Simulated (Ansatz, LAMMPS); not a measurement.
**Aqueous NH4+ and HCO3-, 1.1 mol of salt per kg of water at 280 K (166 atoms): support functions against a reference**

Wanted: errors and times of a linear-scaling basis for aqueous NH4+ and HCO3-, 1.1 mol of salt per kg of water at 280 K (166 atoms). A setting counts as converged where the r.m.s. difference of forces stays under 1 % of the r.m.s. force.

Program: Ansatz 0.2.0. Level of theory: Kohn-Sham DFT, PBE+D3(BJ), PAW (set soft_2), plane waves. Values are calculated unless marked as measured.

Report form: inputs, costs, results and the conclusion, without the logs.

## Step 1: Set-up

The cell holds 166 atoms: 1 N, 109 H, 55 O and 1 C. Cell: a = 11.768 Å, b = 11.768 Å, c = 11.768 Å, α = 90.0°, β = 90.0°, γ = 90.0°. 52 H2O, 1 NH4+, 1 HCO3- placed at random, at 1.03 g/cm³; overlaps pushed apart, then 10 ps at 420 K with MMFF94 bonds, angles, torsions, charges and radii (Halgren, J. Comput. Chem. 17, 490 (1996)) in harmonic and 12-6 forms; SPC/E water (Berendsen, Grigera and Straatsma, J. Phys. Chem. 91, 6269 (1987)). Snapshot after 20 ps at 280 K and fixed volume.

Limits known from the start: The network of contacts between molecules at the start is that of the classical potential that made the cell, and needn't be the one that DFT or experiment would give. The concentration wasn't checked against solubility and may exceed it. The density was typed from a rule of thumb and may lie off the real one at this temperature. Only the Γ point is sampled, in a cell whose shortest periodic width is 12 Å.

## Step 2: The classical run that made the cell

A classical potential makes the cell, at a small fraction of what the same run would cost in DFT.

This step: classical MD, MMFF94 bonds, angles, torsions, charges and radii (Halgren, J. Comput. Chem. 17, 490 (1996)) in harmonic and 12-6 forms; SPC/E water (Berendsen, Grigera and Straatsma, J. Phys. Chem. 91, 6269 (1987)) (LAMMPS 22 Jul 2025 - Update 4).

The input, in.lmp:

```
# aqueous NH4+ and HCO3-, 1.1 mol of salt per kg of water
units real
atom_style full
boundary p p p
bond_style harmonic
angle_style harmonic
dihedral_style opls
improper_style harmonic
special_bonds lj 0 0 0.5 coul 0 0 0.75
read_data data.lmp
neigh_modify delay 0 every 1 check yes one 4000
comm_modify cutoff 12.0
timestep 0.5
thermo_style custom step time temp pe press density
thermo_modify norm yes
# push overlapping molecules apart
pair_style soft 2.6
pair_coeff * * 0.0
variable a equal ramp(1,60)
fix ad all adapt 1 pair soft a * * v_a
velocity all create 420 694114 mom yes dist gaussian
fix lim all nve/limit 0.03
fix lan all langevin 420 420 50 694115 zero yes
thermo 1000
run 3000 post no
unfix ad
pair_style lj/cut/coul/long 9.0
pair_modify mix arithmetic tail yes
pair_coeff 1 1 0.0721 3.3270   # N
pair_coeff 2 2 0.0100 1.2000   # H
pair_coeff 3 3 0.0763 3.0430   # O
pair_coeff 4 4 0.0678 3.4070   # C
pair_coeff 5 5 0.0763 3.0960   # O
pair_coeff 6 6 0.1553 3.1660   # O
# [... 20 lines left out ...]
compute msd all msd com yes
thermo 5000
fix md all nvt temp 280 280 100
run 20000 post no
print "== T280: mean square displacement over the hold $(c_msd[4]:%.2f) A^2"
unfix md
uncompute msd
write_dump all custom T280.dump id type xs ys zs modify sort id
```

Run with:

```sh
lmp -in in.lmp -log none -nocite
```

Wall time 24 s (1 thread of Intel Xeon Platinum 8488C (Sapphire Rapids), shared host); peak memory 0.12 GiB.

The input also reads data.lmp (atoms, bonds and types; not printed here).

## Step 3: Plane-wave single point

The first run uses the default basis; a harder plane-wave run follows as the reference for the support functions.

The input, input.yaml:

```yaml
crystal:
  lattice:
    - [11.76822, 0.0, 0.0]
    - [0.0, 11.76822, 0.0]
    - [0.0, 0.0, 11.76822]
  atoms:
    - { symbol: "N", position: [0.41289, 0.20657, 0.78335] }
    - { symbol: H, position: [0.50184, 0.23384, 0.77697] }
    - { symbol: H, position: [0.40133, 0.12462, 0.74563] }
    - { symbol: H, position: [0.3921, 0.20318, 0.86687] }
    - { symbol: H, position: [0.36162, 0.27048, 0.74501] }
    - { symbol: O, position: [0.45044, 0.13684, 0.35096] }
    - { symbol: C, position: [0.5114, 0.21001, 0.29573] }
    - { symbol: O, position: [0.61216, 0.21654, 0.32688] }
    - { symbol: O, position: [0.46026, 0.26598, 0.22073] }
    - { symbol: H, position: [0.50852, 0.11602, 0.40869] }
    - { symbol: O, position: [0.46074, 0.82679, 0.0485] }
    - { symbol: H, position: [0.51139, 0.84345, 0.98233] }
    - { symbol: H, position: [0.49961, 0.84991, 0.12044] }
    - { symbol: O, position: [0.44415, 0.48326, 0.24263] }
    - { symbol: H, position: [0.51739, 0.50927, 0.277] }
    - { symbol: H, position: [0.45202, 0.40269, 0.21681] }
    - { symbol: O, position: [0.03924, 0.44406, 0.10567] }
    - { symbol: H, position: [0.95521, 0.44479, 0.09307] }
    - { symbol: H, position: [0.0554, 0.44701, 0.18904] }
    - { symbol: O, position: [0.24776, 0.28758, 0.94649] }
    - { symbol: H, position: [0.25006, 0.37212, 0.95484] }
    - { symbol: H, position: [0.2423, 0.25168, 0.02331] }
    - { symbol: O, position: [0.01981, 0.37265, 0.68558] }
    - { symbol: H, position: [0.95494, 0.38413, 0.73925] }
    - { symbol: H, position: [0.07265, 0.31405, 0.71714] }
    - { symbol: O, position: [0.74931, 0.18982, 0.00503] }
    - { symbol: H, position: [0.81538, 0.14659, 0.97363] }
    - { symbol: H, position: [0.77747, 0.25043, 0.0575] }
    - { symbol: O, position: [0.05022, 0.0578, 0.45467] }
    - { symbol: H, position: [0.12775, 0.09256, 0.45392] }
    - { symbol: H, position: [0.02281, 0.04798, 0.37484] }
    - { symbol: O, position: [0.83976, 0.59946, 0.48471] }
    [... 128 atom lines left out ...]
    - { symbol: O, position: [0.72554, 0.0436, 0.30673] }
    - { symbol: H, position: [0.69513, 0.12246, 0.29792] }
    - { symbol: H, position: [0.80474, 0.04021, 0.27611] }
    - { symbol: O, position: [0.24128, 0.24919, 0.18162] }
    - { symbol: H, position: [0.1973, 0.29746, 0.23599] }
    - { symbol: H, position: [0.32445, 0.2626, 0.19272] }
kpoints:
  mp_grid: { grid: [1, 1, 1] }
hamiltonian:
  xc: pbe
  dispersion: d3bj
scf:
  occupations: { method: gaussian, width: 0.025 }
output:
  forces: true
  stress: true
  populations: true
  dos:
    method: { smearing: { sigma: 0.08 } }
    de: 0.1
    projected: { site_lists: { C: [C], H: [H], "N": ["N"], O: [O] } }
  eigenvalues: true
  write_density: true
  write_potential: true
  volumetric_format: npy
```

Run with:

```sh
ansatz run input.yaml --threads 8 --pin off --max-ram 15872MiB --backend cpu --events-out ev --progress --plain --runs-dir out
```

Elapsed: 7.9 s, on 8 threads of Intel Xeon Platinum 8488C (Sapphire Rapids), shared host; peak memory 2.2 GiB; 56 s of CPU time.

The program notes that the exchange-correlation potential is rough where the density is thin.

Read from the output:

| Property | Result |
| --- | --- |
| free energy | -33603.3076 eV |
| free energy per atom | -202.4296 eV/atom |
| SCF cycles | 9 |
| pressure | -1.619 GPa |
| r.m.s. force component | 0.5222 eV/Å |
| longest force | 2.757 eV/Å |
| Fermi energy | -0.05166 eV |
| gap (highest filled to lowest empty level) | 4.482 eV |
| spilling of the projection | 0.01094 |

The r.m.s. force component of 0.52 eV/Å and the pressure of -1.6 GPa set the scale for the differences below.

## Step 4: Plane waves at 750 eV (750 eV)

The grid of the support functions holds more waves than the default cutoff, so they are judged against a harder plane-wave run.

input.yaml, the sections that differ from step 3:

```yaml
output:
  forces: true
  eigenvalues: true
basis:
  ecutwfc: "750 eV"
# crystal, kpoints, hamiltonian, scf: as in step 3
```

Elapsed: 9.5 s, on 8 threads; peak memory 4.4 GiB; 70 s of CPU time.

Forces differ from the reference by 10 meV/Å r.m.s., 2.0 % of their size, over a tolerance of 1 %; the energy by -5.2 meV/atom. This is the tighter run, so the reference isn't converged in this setting (nor is this run shown to be).

## Step 5: Support functions medium

The cell is solved in localised support functions. Besides, the program derives a nominal cutoff of 464 eV for this run, against the reference's 750.

This step: Kohn-Sham DFT, PBE+D3(BJ), PAW (set soft_2), localised support functions (medium) (Ansatz 0.2.0).

input.yaml, the sections that differ from step 4:

```yaml
scf:
  occupations: { method: gaussian, width: 0.025 }
  eigensolver: { kind: { support_functions: { accuracy: medium } } }
  max_iter: 150
# crystal, kpoints, hamiltonian, output: as in step 4
# basis: removed
```

Elapsed: 42 s, on 8 threads; peak memory 4.7 GiB; 5.3 min of CPU time.

The program notes that the band table was not solved further than the SCF left it and it switched symmetry off.

Keys that differ from the reference: basis.ecutwfc removed, support_functions.accuracy = "medium" and scf.max_iter = 150.

Forces differ from the reference by 2.1 meV/Å r.m.s., 0.40 % of their size, within a tolerance of 1 %; the energy by -0.78 meV/atom. It took 4.5 times the reference's time (shared host, so rough).

## Step 6: Support functions low

The cell is solved in localised support functions. Besides, the program derives a nominal cutoff of 420 eV for this run, against the reference's 750.

This step: Kohn-Sham DFT, PBE+D3(BJ), PAW (set soft_2), localised support functions (low) (Ansatz 0.2.0).

input.yaml, the sections that differ from step 5:

```yaml
scf:
  occupations: { method: gaussian, width: 0.025 }
  eigensolver: { kind: { support_functions: { accuracy: low } } }
  max_iter: 150
# crystal, kpoints, hamiltonian, output: as in step 5
```

It took 38 s on 8 threads; peak memory 4.6 GiB; 4.7 min of CPU time.

Keys that differ from the reference: basis.ecutwfc removed, support_functions.accuracy = "low" and scf.max_iter = 150.

Forces differ from the reference by 2.1 meV/Å r.m.s., 0.40 % of their size, within a tolerance of 1 %; the energy by -0.78 meV/atom. It took 3.9 times the reference's time (shared host, so rough).

## Step 7: Support functions high

The cell is solved in localised support functions. Besides, the program derives a nominal cutoff of 631 eV for this run, against the reference's 750.

This step: Kohn-Sham DFT, PBE+D3(BJ), PAW (set soft_2), localised support functions (high) (Ansatz 0.2.0).

input.yaml, the sections that differ from step 6:

```yaml
scf:
  occupations: { method: gaussian, width: 0.025 }
  eigensolver: { kind: { support_functions: { accuracy: high } } }
  max_iter: 150
# crystal, kpoints, hamiltonian, output: as in step 6
```

Run time: 2.6 min. Hardware: 8 threads; peak memory 9.9 GiB; 20 min of CPU time.

Keys that differ from the reference: basis.ecutwfc removed, support_functions.accuracy = "high" and scf.max_iter = 150.

Forces differ from the reference by 1.8 meV/Å r.m.s., 0.34 % of their size, within a tolerance of 1 %; the energy by -0.81 meV/atom. It took 16 times the reference's time (shared host, so rough).

## Step 8: Support functions medium, radius 3.29 Å

The radius confines each support function; a larger one gives more freedom and more work per atom. Besides, the program derives a nominal cutoff of 464 eV for this run, against the reference's 750.

This step: Kohn-Sham DFT, PBE+D3(BJ), PAW (set soft_2), localised support functions (medium) (Ansatz 0.2.0).

input.yaml, the sections that differ from step 7:

```yaml
scf:
  occupations: { method: gaussian, width: 0.025 }
  eigensolver: { kind: { support_functions: { accuracy: medium, radius: 3.29 } } }
  max_iter: 150
# crystal, kpoints, hamiltonian, output: as in step 7
```

Run time: 42 s. Hardware: 8 threads; peak memory 4.6 GiB.

Keys that differ from the reference: basis.ecutwfc removed, support_functions.accuracy = "medium", support_functions.radius = 3.29 and scf.max_iter = 150.

Forces differ from the reference by 2.1 meV/Å r.m.s., 0.39 % of their size, within a tolerance of 1 %; the energy by -0.78 meV/atom. It took 4.4 times the reference's time (shared host, so rough).

## Step 9: Support functions medium, radius 3.56 Å

input.yaml, the sections that differ from step 8:

```yaml
scf:
  occupations: { method: gaussian, width: 0.025 }
  eigensolver: { kind: { support_functions: { accuracy: medium, radius: 3.56 } } }
  max_iter: 150
# crystal, kpoints, hamiltonian, output: as in step 8
```

Wall time 45 s (8 threads); peak memory 4.9 GiB; 5.6 min of CPU time.

Keys that differ from the reference: basis.ecutwfc removed, support_functions.accuracy = "medium", support_functions.radius = 3.56 and scf.max_iter = 150.

Forces differ from the reference by 2.1 meV/Å r.m.s., 0.40 % of their size, within a tolerance of 1 %; the energy by -0.78 meV/atom. It took 4.7 times the reference's time (shared host, so rough).

## Step 10: Support functions medium, radius 3.79 Å

input.yaml, the sections that differ from step 9:

```yaml
scf:
  occupations: { method: gaussian, width: 0.025 }
  eigensolver: { kind: { support_functions: { accuracy: medium, radius: 3.79 } } }
  max_iter: 150
# crystal, kpoints, hamiltonian, output: as in step 9
```

The job ended after 58 s (8 threads; peak memory 5.3 GiB).

Keys that differ from the reference: basis.ecutwfc removed, support_functions.accuracy = "medium", support_functions.radius = 3.79 and scf.max_iter = 150.

Forces differ from the reference by 2.1 meV/Å r.m.s., 0.40 % of their size, within a tolerance of 1 %; the energy by -0.78 meV/atom. It took 6.1 times the reference's time (shared host, so rough).

## Step 11: Support functions medium, radius 4.07 Å

input.yaml, the sections that differ from step 10:

```yaml
scf:
  occupations: { method: gaussian, width: 0.025 }
  eigensolver: { kind: { support_functions: { accuracy: medium, radius: 4.07 } } }
  max_iter: 150
# crystal, kpoints, hamiltonian, output: as in step 10
```

Run time: 71 s. Hardware: 8 threads; peak memory 5.9 GiB; 9.1 min of CPU time.

Keys that differ from the reference: basis.ecutwfc removed, support_functions.accuracy = "medium", support_functions.radius = 4.07 and scf.max_iter = 150.

Forces differ from the reference by 2.1 meV/Å r.m.s., 0.39 % of their size, within a tolerance of 1 %; the energy by -0.78 meV/atom. It took 7.5 times the reference's time (shared host, so rough).

## Step 12: Support functions medium, radius 4.57 Å

input.yaml, the sections that differ from step 11:

```yaml
scf:
  occupations: { method: gaussian, width: 0.025 }
  eigensolver: { kind: { support_functions: { accuracy: medium, radius: 4.57 } } }
  max_iter: 150
# crystal, kpoints, hamiltonian, output: as in step 11
```

It took 1.7 min on 8 threads; peak memory 7.2 GiB; 13 min of CPU time.

Keys that differ from the reference: basis.ecutwfc removed, support_functions.accuracy = "medium", support_functions.radius = 4.57 and scf.max_iter = 150.

Forces differ from the reference by 2.1 meV/Å r.m.s., 0.40 % of their size, within a tolerance of 1 %; the energy by -0.78 meV/atom. It took 11 times the reference's time (shared host, so rough).

## Step 13: Support functions medium, radius 5.08 Å

input.yaml, the sections that differ from step 12:

```yaml
scf:
  occupations: { method: gaussian, width: 0.025 }
  eigensolver: { kind: { support_functions: { accuracy: medium, radius: 5.08 } } }
  max_iter: 150
# crystal, kpoints, hamiltonian, output: as in step 12
```

It took 2.4 min on 8 threads; peak memory 9.1 GiB.

Keys that differ from the reference: basis.ecutwfc removed, support_functions.accuracy = "medium", support_functions.radius = 5.08 and scf.max_iter = 150.

Forces differ from the reference by 2.1 meV/Å r.m.s., 0.40 % of their size, within a tolerance of 1 %; the energy by -0.78 meV/atom. It took 15 times the reference's time (shared host, so rough).

## Step 14: Changed: crystal.symmetry.detect = false and scf.eigensolver.kind = "davidson"

Changed here: crystal.symmetry.detect = false and scf.eigensolver.kind = "davidson".

This step: Kohn-Sham DFT, PBE+D3(BJ), PAW (set soft_2), plane waves (Ansatz 0.2.0).

The input, input.yaml:

```yaml
crystal:
  lattice:
    - [11.76822, 0.0, 0.0]
    - [0.0, 11.76822, 0.0]
    - [0.0, 0.0, 11.76822]
  atoms:
    [... the 166 atom lines of step 3 ...]
  symmetry: { detect: false }
kpoints:
  mp_grid: { grid: [1, 1, 1] }
hamiltonian:
  xc: pbe
  dispersion: d3bj
scf:
  occupations: { method: gaussian, width: 0.025 }
  eigensolver: { kind: davidson }
output:
  forces: true
  stress: true
  populations: true
  dos:
    method: { smearing: { sigma: 0.1 } }
    de: 0.1
    projected: { site_lists: { C: [C], H: [H], "N": ["N"], O: [O] } }
  eigenvalues: true
```

Elapsed: 12 s, on 8 threads; peak memory 2.2 GiB; 88 s of CPU time.

Forces differ from the reference by 0.006 meV/Å r.m.s., 0.0011 % of their size, well within a tolerance of 1 %. It took roughly 1.5 times the reference's time (one timing each, with unlike analyses asked), in 9 cycles against 9.

## Step 15: Cost against change

Each row is set against the plane-wave reference (Kohn-Sham DFT, PBE+D3(BJ), PAW (set soft_2), plane waves; r.m.s. force component 0.522 eV/Å). Energies are set beside the reference only for runs with its functional, potentials and electron count. Times are for 8 threads of Intel Xeon Platinum 8488C (Sapphire Rapids), shared host. The reference's time includes the DOS, the stress and grids, which some other runs skip.

```
                                                                  run  Δ force, r.m.s. (meV/Å)  share of r.m.s. force (%)  Δ energy (meV/atom)  Δ pressure (GPa)  Δ gap (eV)  cycles   time  host memory (GiB)
                                                            reference                        -                          -                    -                 -           -       9  7.9 s                2.2
                                       plane waves at 750 eV (750 eV)                     10.2                       1.96                -5.19                 -      7.0e-4       9  9.5 s                4.4
crystal.symmetry.detect = false and scf.eigensolver.kind = "davidson"                    0.006                     0.0011                    -                 0      1.0e-4       9   12 s                2.2
```

(Part 1 of 2 ends here.)

[Long decimals in the printed logs are rounded to 6 places.]

[Logs are printed without paths, hosts, clocks, repeated set-up lines and the standing remarks that a program may print on its own settings, such as how far it seeks lower states.]

[Hosts, paths, dates, database ids (printed as entryN), source tags and the programs' standing remarks are cut or masked in the printed files.]

[The MMFF94 radii named for the starting cell were scaled by 0.96; in molecules described by MMFF94, hydrogen bound to N, O or S took a small fixed 12-6 site in their place.]
